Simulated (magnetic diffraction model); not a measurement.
# Moment size from magnetic intensity in Dy₂Ti₂CuO₈

Space group P-4m2 (no. 115), a = 3.6450 Å, c = 12.1170 Å.

| site | atom | x | y | z |
| --- | --- | --- | --- | --- |
| 2g | Dy | 1/2 | 0 | 0.6181 |
| 1b | Cu | 1/2 | 1/2 | 0 |
| 2g | Ti | 1/2 | 0 | 0.1955 |
| 2e | O | 0 | 0 | 0.2434 |
| 2f | O | 1/2 | 1/2 | 0.7674 |
| 2g | O | 1/2 | 0 | 0.4250 |
| 2g | O | 1/2 | 0 | 0.0424 |

The compound is invented for this exercise: a known structure type with other elements, its cell scaled to their sizes and not relaxed.

Only Dy and Cu are taken to order (form factors of Dy3+ and Cu2+); orders and moment sizes are assumed, and not adapted to the symmetry. Radiation: neutrons of λ = 2.41 Å (absorption by Dy left out), 3° to 80°; isotropic B of 0.55 Å² (Dy), 0.7 Å² (Cu), 0.67 Å² (Ti) and 0.89 Å² (O). The intensities are simulated: I ∝ L Σ (|F_N|² + |F_M⊥|²) for unpolarised neutrons, with F_M = 2.695 fm/μB × Σ f(s) S exp(2πi Q·r) exp(−B s²) at Q = H ± k (one set where k and −k are equivalent), only the part normal to Q counting and L = 1/(sin²θ cos θ). For collinear order S is the moment m, which repeats by lattice and centring translations R with the sign exp(−2πi k·R). Form factors are spin-only for 3d ions and dipole or tabulated for f ions, scattering lengths are Sears's of 1992, and absorption is left out. A label names one of the reflections at its angle. The strongest nuclear line in the range is 100, and lines under 0.2 are left out.

In a first state the assumed order is k = (0 0 0), collinear moments along [100], 7.5 μB on Dy and 0.76 μB on Cu; signs + at (1/2, 0, 0.6181), + at (0, 1/2, 0.3819), + at (1/2, 1/2, 0), with this pattern:

```csv
2θ (°),index,nuclear,magnetic
11.41,(0 0 1),60.6,160.9
22.95,(0 0 2),5.2,1.5
34.72,(0 0 3),30.1,14.9
38.61,(1 0 0),2.4,0.1
40.39,(1 0 1),37.6,24.7
45.39,(1 0 2),43.4,48.5
46.88,(0 0 4),0.1,15.8
52.89,(1 0 3),1.9,25.1
55.75,(1 1 0),7.7,11.1
57.11,(1 1 1),51.1,14.8
59.63,(0 0 5),21.9,8.3
61.07,(1 1 2),56.4,0.0
62.29,(1 0 4),6.3,1.0
67.37,(1 1 3),27.8,6.6
73.27,(0 0 6),8.6,0.3
73.33,(1 0 5),43.4,6.5
```
(The table stops after 16 lines; 1 more lie at higher angle.)

**Question.** Nearer the ordering temperature the line at 11.41° has total intensity 139.5 on the same scale, and all moments have shrunk alike. How large is the Dy moment?

The nuclear part, 60.6, stays, so the magnetic part is 78.9 against 160.9. It goes as m², so m = 7.5 × √(78.9/160.9) = 5.25 μB; the value used was 5.25 μB.

[Logs are printed without paths, hosts, clocks, repeated set-up lines and the standing remarks that a program may print on its own settings, such as how far it seeks lower states.]
